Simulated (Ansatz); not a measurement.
# How fast states decay through Rb2SiCl3F3

Wanted: the relaxed cell of Rb2SiCl3F3, its band edges and its decay constants. It is built by putting Cl for part of the F in the Rb2SiF6 structure of space group Fm-3m, with the volume rescaled by atomic radii. The parent structure comes from the Materials Project.

Program: Ansatz 0.2.0. Level of theory: PBE DFT, plane waves, PAW files, in the first sound run; inputs show where later runs differ. Results are calculated unless marked as measured.

This is a report of a sequence of runs, with most program output left out.

The structure was built from a prototype and need not be the compound's stable phase.

## Step 1: The starting structure

The structure is trigonal, space group R3m (No. 160). Conventional cell: a = 6.300 Å, b = 6.300 Å, c = 15.433 Å, α = 90.00°, β = 90.00°, γ = 120.00°. Nearest to Rb lie 6 Cl at 3.18 Å and 6 F at 3.18 Å. Rb has 6 Cl at 3.18 Å and 6 F at 3.18 Å nearest. Si has 3 Cl at 1.82 Å and 3 F at 1.82 Å nearest. Nearest to F lie 1 Si at 1.82 Å and 4 Rb at 3.18 Å. Cl has 1 Si at 1.82 Å and 4 Rb at 3.18 Å nearest. It derives from Rb2SiF6. Cl for part of the F in the Rb2SiF6 structure of space group Fm-3m. Farther neighbours and most contacts between anions are not listed.

## Step 2: Relaxing the new crystal

The substituted atoms don't fit the parent's cell, so cell and atoms relax together. A small smearing keeps the run stable in case the gap closes on the way.

Contents of input.yaml:

```yaml
crystal:
  lattice:
    - [0.0, 4.4550661272, 4.4550661272]
    - [4.4550661272, 0.0, 4.4550661272]
    - [4.4550661272, 4.4550661272, 0.0]
  atoms:
    - { symbol: Rb, position: [0.75, 0.75, 0.75] }
    - { symbol: Rb, position: [0.25, 0.25, 0.25] }
    - { symbol: Si, position: [0.0, 0.0, 0.0] }
    - { symbol: F, position: [0.79622617, 0.20377383, 0.79622617] }
    - { symbol: Cl, position: [0.20377383, 0.20377383, 0.79622617] }
    - { symbol: F, position: [0.79622617, 0.79622617, 0.20377383] }
    - { symbol: Cl, position: [0.20377383, 0.79622617, 0.20377383] }
    - { symbol: Cl, position: [0.20377383, 0.79622617, 0.79622617] }
    - { symbol: F, position: [0.79622617, 0.20377383, 0.20377383] }
kpoints:
  mp_grid: { grid: [4, 4, 4] }
scf:
  occupations: { method: gaussian, width: 0.03 }
hamiltonian:
  xc: pbe
output:
  forces: true
  stress: true
relax:
  f_tol: 0.02
  max_steps: 60
  cell: {}
```

Started as:

```console
> ansatz run input.yaml --threads 2 --pin off --max-ram 4096MiB --backend cpu --events-out ev --progress --plain --runs-dir out
```

The job ended after 76 s (2 threads of Arm Neoverse V1, shared host; peak memory 0.49 GiB; 2.5 min of CPU time).

Relaxation path:

| step | energy less that of the first step (eV) | largest force component (eV/Å) | pressure (GPa) | volume (Å³) |
| --- | --- | --- | --- | --- |
| 1 | 0.0000 | 12.2108 | 22.53 | 176.84 |
| 2 | -5.2032 | 3.5443 | 3.49 | 202.09 |
| 3 | -5.8004 | 2.1460 | 0.73 | 210.26 |
| 4 | -5.9776 | 1.7896 | 3.11 | 210.56 |
| 5 | -6.1202 | 0.3354 | 0.11 | 203.60 |
| 6 | -6.1571 | 0.0493 | -0.16 | 213.04 |
| 7 | -6.1615 | 0.0191 | 0.05 | 211.27 |
| 8 | -6.1617 | 0.0363 | 0.04 | 211.38 |
| 9 | -6.1623 | 0.0090 | 0.03 | 211.31 |
| 10 | -6.1622 | 0.0046 | 0.00 | 211.42 |
| 11* | -6.2923 | 0.0180 | 0.98 | 211.42 |
| 12 | -6.3173 | 0.0170 | 0.37 | 220.00 |
| 13 | -6.3107 | 0.0763 | -0.14 | 227.42 |
| 14 | -6.3142 | 0.0180 | 0.04 | 226.35 |
| 15 | -6.3145 | 0.0094 | 0.01 | 226.22 |
| 16* | -6.3390 | 0.0124 | 0.08 | 226.22 |
| 17 | -6.3382 | 0.0083 | 0.01 | 227.32 |
| 18* | -6.3393 | 0.0081 | 0.02 | 227.32 |

Relaxation steps marked * repeat the geometry before them on a plane-wave basis chosen anew for their cell, so energy and pressure can jump there.

The run keeps the 6 symmetry operations that it works with, so distortions that break them were not tested.

```
conventional cell, symmetrised  before   after   change
                         a (Å)   6.300   6.968  +10.6 %
                         b (Å)   6.300   6.968  +10.6 %
                         c (Å)  15.433  16.220   +5.1 %
              volume (Å³/atom)   19.65   25.26  +28.5 %
```

The atoms that moved most (Å, as changes of fractional coordinates times the final cell):

```csv
atom,dx,dy,dz,length
F6,0.104,-0.104,0.182,0.234
F4,0.104,0.182,-0.104,0.234
F9,-0.182,-0.104,-0.104,0.234
Cl8,-0.200,-0.047,-0.047,0.210
Cl7,0.047,0.200,-0.047,0.210
Cl5,0.047,-0.047,0.200,0.210
Si3,0.112,-0.112,-0.112,0.194
Rb2,-0.053,0.053,0.053,0.091
```

Numbers from this step:

```
free energy  : -12846.7237 eV
Fermi energy : 3.345 eV
pressure     : 0.01562 GPa
```

The largest force component on a free atom ends at 0.0081 eV/Å.

## Step 3: The bulk crystal and its band edges

The energy window and the wavevectors of the next steps follow from the band edges, so these are searched first, off the mesh as well.

Contents of input.yaml:

```yaml
crystal:
  lattice:
    - [0.1630634236, 4.7638281717, 4.7638281717]
    - [4.9268915953, 0.0, 4.9268915953]
    - [4.9268915953, 4.9268915953, 0.0]
  atoms:
    - { symbol: Rb, position: [0.7433073268, 0.7522308911, 0.7522308911] }
    - { symbol: Rb, position: [0.2668768118, 0.2443743961, 0.2443743961] }
    - { symbol: Si, position: [-0.0358809651, 0.0119603217, 0.0119603217] }
    - { symbol: F, position: [0.7934354071, 0.1853503088, 0.8358639753] }
    - { symbol: Cl, position: [0.2151302017, 0.2333217549, 0.7757740217] }
    - { symbol: F, position: [0.7934354071, 0.8358639753, 0.1853503088] }
    - { symbol: Cl, position: [0.2151302017, 0.7757740217, 0.2333217549] }
    - { symbol: Cl, position: [0.2151302017, 0.7757740217, 0.7757740217] }
    - { symbol: F, position: [0.7934354071, 0.1853503088, 0.1853503088] }
kpoints:
  mp_grid: { grid: [6, 6, 6] }
  band_path: { path: [VBM, CBM], npoints: 30 }
scf:
  occupations: { method: fixed }
hamiltonian:
  xc: pbe
output:
  eigenvalues: true
  write_potential: true
  write_density: true
  volumetric_format: npy
  elf: true
```

Wall time 56 s (2 threads); peak memory 0.58 GiB; 1.8 min of CPU time.

Numbers from this step:

| Item | Value |
| --- | --- |
| free energy | -12846.7240 eV |
| Fermi energy | 1.049 eV |
| gap on the k-mesh | 4.593 eV |
| gap on path | 4.593 eV, by band count; negative where bands overlap |
| direct gap on path | 4.593 eV |
| edge places on path | 0, 0 1/A along the path |

Levels at VBM (eV): -7.01, -4.81, -4.81, -4.56, -3.47, -3.47, -2.93, -2.63, -2.63, -2.15, -1.38, -1.38, -1.01, -0.81, -0.81, -0.01, -0.01, 0.00, 4.59, 5.73, 7.24, 7.24, 7.78, 7.93, 7.93.

ELF in the ac plane of the cell as run, not the conventional one, at fractional y = 0.752, with atoms of Rb and Cl within 0.2 Å of it. It is the smooth field of the valence electrons, not physical close to the nuclei.

Ten even steps from '_' (0.00) to '@' (0.89), each cell a mean:
```
--**####++::________::++##**--______..
**%%@@@@%%##==..____++%%@@@@%%++..__::
##@@@@%%%%@@%%++__..**@@@@@@@@@@++....
++@@@@##++%%@@%%--__++@@%%++++%%%%==__
::##@@@@**##@@@@**..::%%@@==__++@@##..
__==%%@@@@@@@@@@%%--__++@@%%++**@@@@==
____==%%@@@@@@@@%%++__..**@@@@@@@@@@**
______::++##%%%%##==..__..++%%@@@@%%==
__________::==++==::________--++++--..
..--==--..____....____________________
++%%%%%%**::______________....______..
##@@@@@@@@##==..________::==++--..__::
**@@@@@@@@@@%%++..____..--**%%##==....
--%%@@##**%%@@%%==______--##%%@@%%==__
..**@@##++##@@@@##--____::**%%@@@@##::
..--##%%%%%%@@@@%%++____..==##@@@@%%++
....--**%%@@@@@@%%++______..++##%%##++
____..::==##%%%%##::________..--====::
..::--::..::--==--______..____________
```
Columns run along a (6.7 Å), rows up along c (7.0 Å). Atoms in or near the plane, at fractional coordinates: Rb at (0.74, 0.75), Cl at (0.22, 0.23), Cl at (0.22, 0.78).

Electrostatic potential energy in the ac plane of the cell as run, not the conventional one, at fractional y = 0.752, with atoms of Rb and Cl within 0.2 Å of it. With pseudopotentials it is smooth inside the atoms' cores, unlike the true potential.

Ten even steps from '_' (-56 eV) to '@' (8 eV), each cell a mean:
```
@@@@%%@@@@@@@@@@@@@@@@%%%%%%@@@@@@@@@@
@@%%**++##@@@@@@@@@@%%##****%%%%@@@@@@
@@%%==::::++%%@@@@@@%%**::..--**%%@@@@
@@%%++..__::**@@@@@@%%**..____::**%%@@
@@@@##--....==%%@@@@@@##::______--%%@@
@@@@@@##==::==%%@@@@@@%%**..____..##%%
@@@@@@@@%%####%%@@@@@@@@%%##--..--##%%
@@@@@@@@@@@@@@@@@@@@@@@@@@@@%%####%%@@
@@@@@@@@@@@@@@@@@@@@@@@@@@@@@@@@%%@@@@
@@@@@@@@@@@@@@@@@@@@@@@@@@@@@@@@@@@@@@
@@@@@@@@@@@@@@@@@@@@@@@@@@@@@@@@@@@@@@
@@%%####%%@@@@@@@@@@@@@@@@@@@@@@@@@@@@
@@%%==----##@@@@@@@@@@@@@@@@@@@@@@@@@@
@@%%==..__::##@@@@@@@@@@@@@@##**%%@@@@
@@@@**::__..==%%@@@@@@@@@@@@##==++%%@@
@@@@%%**::::==%%@@@@@@@@@@@@@@**++##@@
@@@@@@%%##****%%@@@@@@@@@@@@@@@@%%%%@@
@@@@@@@@@@@@@@@@@@@@@@@@@@@@@@@@@@@@@@
@@@@@@@@@@@@@@@@@@@@@@@@@@@@@@@@@@@@@@
```
Columns run along a (6.7 Å; values clipped at the 3rd and 97th percentile), rows up along c (7.0 Å). Atoms in or near the plane, at fractional coordinates: Rb at (0.74, 0.75), Cl at (0.22, 0.23), Cl at (0.22, 0.78).

Valence density in the ac plane of the cell as run, not the conventional one, at fractional y = 0.752, with atoms of Rb and Cl within 0.2 Å of it. It is the smooth field of the valence electrons, not physical close to the nuclei.

Ten even steps from '_' (0.0 e/Å³) to '@' (3.4 e/Å³), each cell a mean:
```
____....______________________________
__..----::..__________..::::..________
__::======--..________::==++==::______
__..====::==--..______::++++++==::____
____::==::--==..______..==++--++==..__
____..::======::________::++++++++::__
________..::::..__________::==++==::__
____________________________........__
______________________________________
______________________________________
______________________________________
__..::::..____________________________
__::==++==::________________....______
__..====::==::____________..--++::____
__..--==::--==..____________==@@%%::__
____..--======::____________..**##--..
______..::----..______________..::::..
__________....________________________
______________________________________
```
Columns run along a (6.7 Å), rows up along c (7.0 Å). Atoms in or near the plane, at fractional coordinates: Rb at (0.74, 0.75), Cl at (0.22, 0.23), Cl at (0.22, 0.78).

The searched edges give 4.59 eV, as on the mesh.

## Step 4: Complex bands, plane (101), k-mesh 6×6×6

This step: PBE DFT, plane waves, PAW files; complex bands by layer matching along the plane's normal (Ansatz 0.2.0).

The same crystal is laid in a cell whose first two vectors span the (101) plane (indices of the standard conventional cell, whose axes can be ordered otherwise than in the bulk input). At fixed energy and wavevector in the plane the solver finds all kz, real and complex. A few wavevectors are listed, (0, 0) and (0.5, 0) in units of the plane's reciprocal vectors; the slowest state needn't be among them.

Contents of input.yaml:

```yaml
crystal:
  lattice:
    - [6.739043506, 0.0, 0.0]
    - [3.137009958, 5.96438395, 0.0]
    - [0.0, 4.069868908, 5.655500743]
  atoms:
    - { symbol: Rb, position: [0.2477691089, 0.4955382179, 0.7522308911] }
    - { symbol: Rb, position: [0.7556256039, 0.5112512079, 0.2443743961] }
    - { symbol: Si, position: [0.9880396783, 0.9760793566, 0.0119603217] }
    - { symbol: F, position: [0.8146496912, 0.9787857159, 0.8358639753] }
    - { symbol: Cl, position: [0.7666782451, 0.4484519566, 0.7757740217] }
    - { symbol: F, position: [0.1641360247, 0.6292993824, 0.1853503088] }
    - { symbol: Cl, position: [0.2242259783, 0.9909042234, 0.2333217549] }
    - { symbol: Cl, position: [0.2242259783, 0.9909042234, 0.7757740217] }
    - { symbol: F, position: [0.8146496912, 0.9787857159, 0.1853503088] }
kpoints:
  mp_grid: { grid: [6, 6, 6] }
scf:
  occupations: { method: fixed }
hamiltonian:
  xc: pbe
output:
  eigenvalues: true
  transmission:
    leads: [[0, 0]]
    kpoints: [[0.0, 0.0], [0.5, 0.0]]
    e_range: [-1.0, 5.59]
    de: 0.13
```

Elapsed: 2.4 min, on 2 threads; peak memory 1.4 GiB; 4 min of CPU time.

This step gave:

| Property | Result |
| --- | --- |
| level to which the leads are filled | 2.297 eV from the Fermi level |
| decay constant at the filling level, zone centre | 0.3871 Å⁻¹ |
| decay constant at the filling level, slowest listed point | 0.3871 Å⁻¹ |

K parallel (0, 0); values up to 1.5 1/Å, a degenerate pair printed once or twice; energies at which all values exceed this have no row. The Im kz of the slowest decaying states by energy, zero at the highest filled level on the SCF mesh:

```
energy (eV)  decay 1 (Å⁻¹)  decay 2 (Å⁻¹)  decay 3 (Å⁻¹)  decay 4 (Å⁻¹)
     -1.000          0.112          0.367          0.369          0.457
     -0.480          0.153          0.355          0.553          0.584
      0.040         0.0945          0.117          0.307          0.486
      0.560          0.282          0.367          0.543          0.634
      0.950          0.334          0.436          0.567          0.641
      1.470          0.371          0.490          0.584          0.642
      1.990          0.386          0.520          0.589          0.633
      2.510          0.384          0.536          0.585          0.619
      3.030          0.365          0.541          0.568          0.600
      3.550          0.326          0.538          0.538          0.579
      3.940          0.275          0.505          0.531          0.562
      4.460          0.136          0.446          0.516          0.535
      4.980          0.359          0.494          0.502          0.599
      5.500          0.209          0.462          0.464          0.541
```

K parallel (0.5, 0); values up to 1.5 1/Å, a degenerate pair printed once or twice; energies at which all values exceed this have no row. Im kz of the slowest decaying states against energy, zero at the highest filled level on the SCF mesh:

```
energy (eV)  decay 1 (Å⁻¹)  decay 2 (Å⁻¹)  decay 3 (Å⁻¹)  decay 4 (Å⁻¹)
     -1.000          0.118          0.189          0.383          0.561
     -0.480          0.110          0.120          0.396          0.455
      0.040          0.158          0.199          0.552          0.560
      0.560          0.353          0.396          0.620          0.673
      0.950          0.416          0.464          0.645          0.695
      1.470          0.465          0.520          0.662          0.666
      1.990          0.493          0.553          0.667          0.678
      2.510          0.506          0.572          0.664          0.684
      3.030          0.508          0.580          0.654          0.696
      3.550          0.501          0.576          0.638          0.675
      3.940          0.487          0.566          0.621          0.654
      4.460          0.456          0.539          0.592          0.619
      4.980          0.394          0.488          0.555          0.573
      5.500         0.0215          0.339          0.510          0.514
```

At the listed wavevectors the last open channel is at -0.09 eV and the next at +4.72 eV on the grid. At +2.25 eV, the grid energy nearest the filling level (the middle of the gap on the SCF mesh), the slowest state at the listed wavevectors decays with κ = 0.387 Å⁻¹, its amplitude falling by e over 2.6 Å. Through 1 nm of this crystal that state's transmission falls by exp(−2 × 0.387 Å⁻¹ × 10 Å) = 4.3e-4.

## Step 5: Decay over the two-dimensional zone

The listed points could miss the slowest state, so one energy near mid-gap is solved on a mesh of 10×10.

input.yaml: that of step 4 with these lines changed.

```diff
@@ -23,6 +23,2 @@
   eigenvalues: true
-  transmission:
-    leads: [[0, 0]]
-    kpoints: [[0.0, 0.0], [0.5, 0.0]]
-    e_range: [-1.0, 5.59]
-    de: 0.13
+  transmission: { leads: [[0, 0]], kmesh: [10, 10], e_range: [2.3, 2.31], de: 0.05 }
```

The job ended after 2.7 min (2 threads; peak memory 1.2 GiB).

Numbers from this step:

```
least decay constant on the mesh : 0.3869 Å⁻¹
```

Slowest decay constant (1/Å; 0 where a channel is open) over k1 and k2. At 2.3000 eV from the Fermi level.

Ten even steps from '0' (0.387) to '9' (0.552):
```
5899767743
8999765334
8999742137
7777410257
6664101466
7752014777
8731247999
8433567999
5347767998
3588767885
```
Columns: k1 (b1) from -0.5 to 0.4; rows upwards: k2 (b2) from -0.5 to 0.4.

The least value on the mesh is 0.387 Å⁻¹ at +2.30 eV. At that energy the listed points give about 0.387 Å⁻¹ by interpolation, so the mesh holds no clearly slower state.

(Part 1 of 2 ends here.)

[Logs are printed without paths, hosts, clocks, repeated set-up lines and the standing remarks that a program may print on its own settings, such as how far it seeks lower states.]

[Hosts, paths, dates, database ids (printed as entryN), source tags and the programs' standing remarks are cut or masked in the printed files.]
